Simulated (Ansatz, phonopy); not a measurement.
# How KBr (Fm-3m) expands on warming, part 2 of 3

Wanted: α(T), C_P(T) and B(T) of KBr in the quasi-harmonic approximation.

Experimental results on record:
- volume expansion coefficient 116.1 1e-6/K and heat capacity C_P per formula unit 52.3 J/mol/K near room temperature (given in “High-Throughput Prediction of Finite-Temperature Properties using the Quasi-Harmonic Approximation”, 2016, arXiv:1603.06924)
- volume expansion coefficient 117.6 1e-6/K near room temperature (given in “Descriptors for thermal expansion in solids”, 2017, arXiv:1701.03966)

Ansatz 0.2.0; DFT LDA, scalar-relativistic, plane waves, PAW.

So far. Step 5 (Tight relaxation): The residual pressure is 1.8e-4 GPa, small enough for phonons. Step 6 (Relaxing at another setting): The residual pressure is 3.8e-4 GPa, small enough for phonons.

## 7. The quasi-harmonic study, cutoff 550 eV, k-mesh 8×8×8

Thermal expansion follows from how the free energy of the vibrations (and of the electrons in a metal) changes with strain, so the program makes strained cells, their phonons and a fit in one run.

File input.yaml:

```yaml
crystal:
  lattice:
    - [0.0, 3.1857844804, 3.1857844804]
    - [3.1857844804, 0.0, 3.1857844804]
    - [3.1857844804, 3.1857844804, 0.0]
  atoms:
    - { symbol: K, position: [0.0, 0.0, 0.0] }
    - { symbol: Br, position: [0.5, 0.5, 0.5] }
kpoints:
  mp_grid: { grid: [8, 8, 8] }
hamiltonian:
  xc: lda
scf:
  occupations: { method: fixed }
output:
  eigenvalues: true
basis:
  ecutwfc: 550.0
phonons:
  method: dfpt
  qmesh: [4, 4, 4]
  temperatures: { t_max: 500.0, t_step: 25 }
  thermal_expansion: {}
```

Command:

```sh
ansatz run input.yaml --threads 4 --pin off --max-ram 16384MiB --backend cpu --events-out ev --progress --plain --runs-dir out
```

Numbers of over 12 decimals in the logs are rounded to 6 here.

Output:

```text
[...]
Crystal: 2 atoms, lattice volume = 64.666 Å³
Basis set: ecut = 550 eV, 1917 PW (Γ), exchange–correlation on 72×72×72 points (8 copies of the dense FFT grid, shifted against one another)
Bands: 12, of which v1, the nominal top of the filled ones, is band 8 counted from 1 (7 counted from 0)
Symmetry: 48 space group operations
[...]
k-points: 29 of 512
[...]
SCF iter   1: F=—  HF=-4193.642861 eV  |F-HF|=—  |Δ(HF+E_count)|=         —  Δρ=5.06e-3  dr2=9.65e-3  ethr=1.77e-3  ⟨swp⟩=5.3  Hψ=1930  notcnv=0  defer=52
[...]
SCF iter   9: F=-4193.639628 eV  HF=-4193.639628 eV  |F-HF|=2.73e-12  |Δ(HF+E_count)|=  4.73e-11  Δρ=4.22e-8  dr2=1.13e-12  ethr=1.00e-12  ⟨swp⟩=8.7  Hψ=2368  notcnv=0
SCF 1 converged in 9 iterations: F = -4193.639628 eV  dr2 = 1.13e-12
[...]
relax step   1: F+E_penalty+E_count = -4193.63962815 eV  Δ(F+E_penalty+E_count) = +0.000e0 eV  max|allowed force component| = 2.498e-29 eV/Å  Δτ_max = 0.0000 Å  (9 SCF iters, accepted)
SCF converged after 9 iterations
Free energy (F): -4193.639628 eV
[...]
Internal energy: -4193.639628 eV  (E = F + TS)
E sigma→0 (E₀):  -4193.639628 eV
Fermi energy:    1.555244 eV
[...]
--- Stress (GPa, compression-positive) ---
        0.000376      -0.000000      -0.000000
       -0.000000       0.000376       0.000000
        0.000000       0.000000       0.000376
  P = ⅓ Tr σ = 0.0004 GPa (0.004 kbar)
--- Band table (eV; the first three rows and the last of 29) ---
  k-point 0: bands = [... 4 lower, -9.3906, 1.5552, 1.5552, 1.5552, 5.8763, 8.9073, 8.9073, 8.9073]
  k-point 1: bands = [... 4 lower, -9.3446, 1.2639, 1.4826, 1.4826, 6.3313, 8.8029, 9.1143, 9.1143]
  k-point 2: bands = [... 4 lower, -9.2390, 0.6991, 1.3169, 1.3169, 7.2462, 8.8658, 9.6919, 9.6919]
  k-point 28: bands = [... 4 lower, -9.2807, 0.8488, 0.8488, 0.8636, 8.7524, 8.7524, 9.9289, 10.7141]
── thermal expansion: 3 new cells, 3 in all ──
thermal expansion: relaxation of cell 2
thermal expansion: relaxation of cell 3
── thermal expansion: 2 new cells, 5 in all ──
thermal expansion: relaxation of cell 4
thermal expansion: lower-state search of cell 4
thermal expansion: phonons of cell 4
thermal expansion: relaxation of cell 5
thermal expansion: phonons of cell 5
── thermal expansion: 6 new cells, 11 in all ──
thermal expansion: relaxation of cell 6
thermal expansion: relaxation of cell 7
thermal expansion: relaxation of cell 8
thermal expansion: relaxation of cell 9
thermal expansion: relaxation of cell 10
thermal expansion: relaxation of cell 11
thermal expansion: phonons of cell 6
thermal expansion: phonons of cell 7
thermal expansion: phonons of cell 8
--- Relaxed structure (1 steps of the walk, 1 accepted, 0 SCFs on fresh bases) ---
  F+E_penalty+E_count = -4193.63962815 eV   max|allowed force component| = 2.498e-29 eV/Å
  atoms:
    - { symbol: K, position: [0.0, 0.0, 0.0] }
    - { symbol: Br, position: [0.500000, 0.500000, 0.500000] }
--- Thermal expansion: 11 cells in 3 rounds, 0 GPa ---
  no lower state was reached at cell 4
  without vibrations: a 4.50541, b 4.50541, c 4.50541 Å, V 64.6677 Å³, B 20.27 GPa
  at 0 K: a 4.51728, b 4.51728, c 4.51728 Å, V 65.1801 Å³, B 19.74 GPa
  zero-point expansion: a +0.263, b +0.263, c +0.263, V +0.792 %
      T/K        a/Å        b/Å        c/Å       V/Å³ | expansion of a, b, c, V (1e-6/K)   | that of V in the mean from 25 °C | C_P, C_V (J/mol K of the cell) | B_T, B_S (GPa)
     0.00    4.51728    4.51728    4.51728    65.1801 |    0.00    0.00    0.00    0.00 |   80.42 |     0.000     0.000 |    19.74    19.74
    50.00    4.51842    4.51842    4.51842    65.2295 |   15.08   15.08   15.08   45.23 |   93.64 |    27.549    27.470 |    19.58    19.64
   100.00    4.52346    4.52346    4.52346    65.4483 |   27.26   27.26   27.26   81.78 |  100.74 |    42.458    41.955 |    19.09    19.32
   150.00    4.53021    4.53021    4.53021    65.7415 |   31.78   31.78   31.78   95.34 |  105.11 |    47.129    46.129 |    18.53    18.93
   200.00    4.53773    4.53773    4.53773    66.0693 |   34.40   34.40   34.40  103.19 |  108.63 |    49.271    47.750 |    17.95    18.52
   250.00    4.54578    4.54578    4.54578    66.4216 |   36.46   36.46   36.46  109.39 |  111.88 |    50.603    48.527 |    17.35    18.10
   298.15    4.55397    4.55397    4.55397    66.7814 |   38.32   38.32   38.32  114.97 |       - |    51.599    48.943 |    16.76    17.67
   325.00    4.55872    4.55872    4.55872    66.9906 |   39.37   39.37   39.37  118.10 |  116.71 |    52.103    49.099 |    16.42    17.43
   375.00    4.56793    4.56793    4.56793    67.3975 |   41.39   41.39   41.39  124.18 |  120.06 |    53.010    49.306 |    15.78    16.97
   425.00    4.57764    4.57764    4.57764    67.8283 |   43.59   43.59   43.59  130.76 |  123.58 |    53.934    49.444 |    15.12    16.50
   475.00    4.58790    4.58790    4.58790    68.2854 |   46.02   46.02   46.02  138.06 |  127.35 |    54.919    49.540 |    14.45    16.01
   500.00    4.59326    4.59326    4.59326    68.5249 |   47.35   47.35   47.35  142.05 |  129.34 |    55.448    49.578 |    14.10    15.77
  the static fit leaves 0.000 meV an atom of the energies and, of the stresses, 0.000 GPa of each cell's largest along a strain (root mean squares over the cells), whose Pulay part it has at -0.002 GPa
  vibrations' free energy: its fit leaves 0.0002 meV an atom at the most
  the electrons' free energy at temperature is not in it: every band gap is over 0.52 eV
  free energies summed between the sampled wave vectors
  estimated error of the fitted expansion in any direction: up to 0.117e-6/K, at 500 K (an estimate, not a bound: it was exceeded on models of known expansion)
  by sums over the sampled wave vectors an expansion of the volume parts by up to 1.36e-6/K
  by a static energy of one degree less an expansion of the volume parts by up to 0.43e-6/K
  band gaps on the cells' k-points are 4.051 to 4.411 eV
```

It took 13 min on 4 threads of Intel Xeon Platinum 8259CL at 2.50GHz (Skylake/Cascade Lake), shared host; peak memory 1.6 GiB.

This step gave:

```
pressure                                         : 3.76e-4 GPa
volume expansion coefficient at 298 K            : 115.0 1e-6/K
C_P at 298 K                                     : 25.80 J/mol-atom/K
entropy at 298 K                                 : 47.09 J/mol-atom/K
isothermal bulk modulus at 298 K                 : 16.76 GPa
Grüneisen parameter at 298 K                     : 1.583
volume at 298 K                                  : 33.39 Å³/atom
principal linear expansion coefficients at 298 K : 38.32, 38.32, 38.32 1e-6/K
```

Strained cells of the study; zero-point energy where phonons were solved; the pressures are stresses at a fixed cutoff and can carry an offset from the finite basis. Expansion cells, by row:

| cell | \|a\| (Å) | \|b\| (Å) | \|c\| (Å) | V (Å³/atom) | E - E_lowest (meV/atom) | pressure, compression positive (GPa) | gap (eV) | zero-point energy (meV/atom) |
| --- | --- | --- | --- | --- | --- | --- | --- | --- |
| 1 | 4.505 | 4.505 | 4.505 | 32.33 | 0 | -0.002 | 4.321 | - |
| 2 | 4.541 | 4.541 | 4.541 | 33.12 | 1.139 | -0.458 | 4.251 | - |
| 3 | 4.47 | 4.47 | 4.47 | 31.57 | 1.199 | 0.512 | 4.393 | - |
| 4 | 4.506 | 4.506 | 4.506 | 32.34 | 0 | -0.008 | 4.32 | 18.38 |
| 5 | 4.528 | 4.528 | 4.528 | 32.83 | 0.469 | -0.3 | 4.276 | 17.9 |
| 6 | 4.561 | 4.561 | 4.561 | 33.55 | 2.69 | -0.685 | 4.214 | 17.21 |
| 7 | 4.589 | 4.589 | 4.589 | 34.17 | 5.913 | -0.978 | 4.163 | 16.64 |
| 8 | 4.617 | 4.617 | 4.617 | 34.8 | 10.3 | -1.243 | 4.114 | 16.08 |
| 9 | 4.461 | 4.461 | 4.461 | 31.39 | 1.851 | 0.644 | 4.411 | - |
| 10 | 4.483 | 4.483 | 4.483 | 31.86 | 0.447 | 0.306 | 4.365 | - |
| 11 | 4.654 | 4.654 | 4.654 | 35.65 | 17.65 | -1.551 | 4.051 | - |

Quasi-harmonic; a, b, c are the run's own cell vectors. Expansion, by row:

| T (K) | a (Å) | b (Å) | c (Å) | alpha (deg) | beta (deg) | gamma (deg) | cell volume (Å³/cell) | alpha_a (1e-6/K) | alpha_b (1e-6/K) | alpha_c (1e-6/K) | alpha_V (1e-6/K) | C_P (J/mol-atom/K) | C_V (J/mol-atom/K) | S (J/mol-atom/K) | B_T (GPa) | B_S (GPa) | Grueneisen | extrapolation | fit error (1e-6/K) |
| --- | --- | --- | --- | --- | --- | --- | --- | --- | --- | --- | --- | --- | --- | --- | --- | --- | --- | --- | --- |
| 0 | 4.517 | 4.517 | 4.517 | 60 | 60 | 60 | 65.18 | 0 | 0 | 0 | 0 | 0 | 0 | 0 | 19.74 | 19.74 | - | 0 | 0 |
| 25 | 4.517 | 4.517 | 4.517 | 60 | 60 | 60 | 65.18 | 3.49 | 3.49 | 3.49 | 10.47 | 5.169 | 5.168 | 2.163 | 19.72 | 19.73 | 0.785 | 0 | 0 |
| 50 | 4.518 | 4.518 | 4.518 | 60 | 60 | 60 | 65.23 | 15.08 | 15.08 | 15.08 | 45.23 | 13.78 | 13.73 | 8.565 | 19.58 | 19.64 | 1.266 | 0 | 0.01 |
| 75 | 4.521 | 4.521 | 4.521 | 60 | 60 | 60 | 65.32 | 22.89 | 22.89 | 22.89 | 68.68 | 18.68 | 18.55 | 15.19 | 19.35 | 19.49 | 1.409 | 0 | 0.01 |
| 100 | 4.523 | 4.523 | 4.523 | 60 | 60 | 60 | 65.45 | 27.26 | 27.26 | 27.26 | 81.78 | 21.23 | 20.98 | 20.95 | 19.09 | 19.32 | 1.467 | 0 | 0.02 |
| 125 | 4.527 | 4.527 | 4.527 | 60 | 60 | 60 | 65.59 | 29.93 | 29.93 | 29.93 | 89.8 | 22.67 | 22.29 | 25.86 | 18.81 | 19.13 | 1.497 | 0 | 0.03 |
| 150 | 4.53 | 4.53 | 4.53 | 60 | 60 | 60 | 65.74 | 31.78 | 31.78 | 31.78 | 95.34 | 23.57 | 23.06 | 30.07 | 18.53 | 18.93 | 1.516 | 0 | 0.03 |
| 175 | 4.534 | 4.534 | 4.534 | 60 | 60 | 60 | 65.9 | 33.2 | 33.2 | 33.2 | 99.61 | 24.18 | 23.55 | 33.75 | 18.24 | 18.73 | 1.531 | 0 | 0.03 |
| 200 | 4.538 | 4.538 | 4.538 | 60 | 60 | 60 | 66.07 | 34.4 | 34.4 | 34.4 | 103.2 | 24.64 | 23.88 | 37.01 | 17.95 | 18.52 | 1.543 | 0 | 0.03 |
| 225 | 4.542 | 4.542 | 4.542 | 60 | 60 | 60 | 66.24 | 35.46 | 35.46 | 35.46 | 106.4 | 25 | 24.1 | 39.94 | 17.65 | 18.31 | 1.554 | 0 | 0.03 |
| 250 | 4.546 | 4.546 | 4.546 | 60 | 60 | 60 | 66.42 | 36.46 | 36.46 | 36.46 | 109.4 | 25.3 | 24.26 | 42.59 | 17.35 | 18.1 | 1.565 | 0 | 0.04 |
| 275 | 4.55 | 4.55 | 4.55 | 60 | 60 | 60 | 66.61 | 37.43 | 37.43 | 37.43 | 112.3 | 25.57 | 24.39 | 45.01 | 17.05 | 17.88 | 1.574 | 0 | 0.05 |
| 298.1 | 4.554 | 4.554 | 4.554 | 60 | 60 | 60 | 66.78 | 38.32 | 38.32 | 38.32 | 115 | 25.8 | 24.47 | 47.09 | 16.76 | 17.67 | 1.583 | 0 | 0.06 |
| 300 | 4.554 | 4.554 | 4.554 | 60 | 60 | 60 | 66.8 | 38.39 | 38.39 | 38.39 | 115.2 | 25.82 | 24.48 | 47.25 | 16.74 | 17.65 | 1.584 | 0 | 0.06 |
| 325 | 4.559 | 4.559 | 4.559 | 60 | 60 | 60 | 66.99 | 39.37 | 39.37 | 39.37 | 118.1 | 26.05 | 24.55 | 49.32 | 16.42 | 17.43 | 1.594 | 0 | 0.07 |
| 350 | 4.563 | 4.563 | 4.563 | 60 | 60 | 60 | 67.19 | 40.36 | 40.36 | 40.36 | 121.1 | 26.28 | 24.61 | 51.26 | 16.11 | 17.2 | 1.604 | 0 | 0.08 |
| 375 | 4.568 | 4.568 | 4.568 | 60 | 60 | 60 | 67.4 | 41.39 | 41.39 | 41.39 | 124.2 | 26.5 | 24.65 | 53.08 | 15.78 | 16.97 | 1.613 | 0 | 0.08 |
| 400 | 4.573 | 4.573 | 4.573 | 60 | 60 | 60 | 67.61 | 42.46 | 42.46 | 42.46 | 127.4 | 26.73 | 24.69 | 54.8 | 15.46 | 16.74 | 1.624 | 0 | 0.08 |
| 425 | 4.578 | 4.578 | 4.578 | 60 | 60 | 60 | 67.83 | 43.59 | 43.59 | 43.59 | 130.8 | 26.97 | 24.72 | 56.43 | 15.12 | 16.5 | 1.634 | 0 | 0.08 |
| 450 | 4.583 | 4.583 | 4.583 | 60 | 60 | 60 | 68.05 | 44.77 | 44.77 | 44.77 | 134.3 | 27.21 | 24.75 | 57.98 | 14.79 | 16.26 | 1.645 | 0 | 0.06 |
| 475 | 4.588 | 4.588 | 4.588 | 60 | 60 | 60 | 68.29 | 46.02 | 46.02 | 46.02 | 138.1 | 27.46 | 24.77 | 59.45 | 14.45 | 16.01 | 1.656 | 0 | 0.06 |
| 500 | 4.593 | 4.593 | 4.593 | 60 | 60 | 60 | 68.52 | 47.35 | 47.35 | 47.35 | 142.1 | 27.72 | 24.79 | 60.87 | 14.1 | 15.77 | 1.667 | 0 | 0.12 |

Table of expansion coefficient by temperature; values in 1e-6/K:

| temperature (K) | volume | principal 1 |
| --- | --- | --- |
| 0 | 0 | 0 |
| 25 | 10.5 | 3.49 |
| 50 | 45.2 | 15.1 |
| 75 | 68.7 | 22.9 |
| 100 | 81.8 | 27.3 |
| 125 | 89.8 | 29.9 |
| 150 | 95.3 | 31.8 |
| 175 | 99.6 | 33.2 |
| 200 | 103 | 34.4 |
| 225 | 106 | 35.5 |
| 250 | 109 | 36.5 |
| 275 | 112 | 37.4 |
| 298 | 115 | 38.3 |
| 300 | 115 | 38.4 |
| 325 | 118 | 39.4 |
| 350 | 121 | 40.4 |
| 375 | 124 | 41.4 |
| 400 | 127 | 42.5 |
| 425 | 131 | 43.6 |
| 450 | 134 | 44.8 |
| 475 | 138 | 46.0 |
| 500 | 142 | 47.4 |

At 298 K the volume expansion is 115 × 10⁻⁶/K and B_T is 16.8 GPa.

## 8. Quasi-harmonic fit by phonopy

This step: DFT LDA, scalar-relativistic, plane waves, PAW (phonopy 4.10.0).

Numbers from this step:

| Property | Result |
| --- | --- |
| volume expansion coefficient at 300 K | 115.2 1e-6/K |
| isothermal bulk modulus at 300 K | 16.74 GPa |
| C_P at 300 K | 25.84 J/mol-atom/K |
| Grüneisen parameter at 300 K | 1.584 |

Energy (each curve on its own zero) against volume; values in meV/atom:

| volume (Å³/atom) | static | F at 0 K | F at 300 K | F at 500 K |
| --- | --- | --- | --- | --- |
| 32.343 | 0 | 1.13 | 4.51 | 7.41 |
| 32.831 | 0.47 | 1.12 | 3.17 | 4.91 |
| 33.551 | 2.69 | 2.66 | 2.68 | 2.68 |
| 34.171 | 5.91 | 5.31 | 3.54 | 2.01 |
| 34.803 | 10.3 | 9.13 | 5.47 | 2.36 |

Phonopy-qha, vinet fit of F(V) at each temperature. Qha vinet, by row:

| T (K) | fitted volume (Å³/atom) | alpha_V (1e-6/K) | B_T (GPa) | C_P (J/mol-atom/K) | Grueneisen |
| --- | --- | --- | --- | --- | --- |
| 75 | 32.66 | 67.01 | 19.34 | 18.64 | 1.374 |
| 100 | 32.72 | 80.99 | 19.08 | 21.28 | 1.452 |
| 125 | 32.79 | 89.42 | 18.81 | 22.74 | 1.49 |
| 150 | 32.87 | 95.15 | 18.53 | 23.63 | 1.513 |
| 175 | 32.95 | 99.51 | 18.24 | 24.24 | 1.529 |
| 200 | 33.03 | 103.1 | 17.95 | 24.68 | 1.543 |
| 225 | 33.12 | 106.4 | 17.65 | 25.04 | 1.554 |
| 250 | 33.21 | 109.4 | 17.35 | 25.34 | 1.564 |
| 275 | 33.3 | 112.3 | 17.05 | 25.6 | 1.574 |
| 300 | 33.4 | 115.2 | 16.74 | 25.84 | 1.584 |
| 325 | 33.5 | 118.1 | 16.42 | 26.07 | 1.594 |
| 350 | 33.6 | 121.1 | 16.11 | 26.3 | 1.604 |
| 375 | 33.7 | 124.2 | 15.78 | 26.52 | 1.614 |
| 400 | 33.8 | 127.4 | 15.46 | 26.75 | 1.624 |
| 425 | 33.91 | 130.8 | 15.12 | 26.98 | 1.634 |
| 450 | 34.03 | 134.4 | 14.79 | 27.22 | 1.645 |
| 475 | 34.14 | 138.1 | 14.45 | 27.47 | 1.656 |

Table of volume expansion coefficient by temperature; values in 1e-6/K:

| temperature (K) | phonopy-qha, Vinet | Ansatz's own study |
| --- | --- | --- |
| 75 | 67.0 | 68.7 |
| 100 | 81.0 | 81.8 |
| 125 | 89.4 | 89.8 |
| 150 | 95.2 | 95.3 |
| 175 | 99.5 | 99.6 |
| 200 | 103 | 103 |
| 225 | 106 | 106 |
| 250 | 109 | 109 |
| 275 | 112 | 112 |
| 300 | 115 | 115 |
| 325 | 118 | 118 |
| 350 | 121 | 121 |
| 375 | 124 | 124 |
| 400 | 127 | 127 |
| 425 | 131 | 131 |
| 450 | 134 | 134 |
| 475 | 138 | 138 |

The fit gives a volume expansion of 115 × 10⁻⁶/K at 300 K, against 115 at 298 K from the study itself, whose static fit uses more cells.

(Continued in part 3 of 3.)

[Logs are printed without paths, hosts, clocks, repeated set-up lines and the standing remarks that a program may print on its own settings, such as how far it seeks lower states.]

[Hosts, paths, dates, database ids (printed as entryN), source tags and the programs' standing remarks are cut or masked in the printed files.]

[A step with changed settings may run another functional than the one named; its input shows which.]
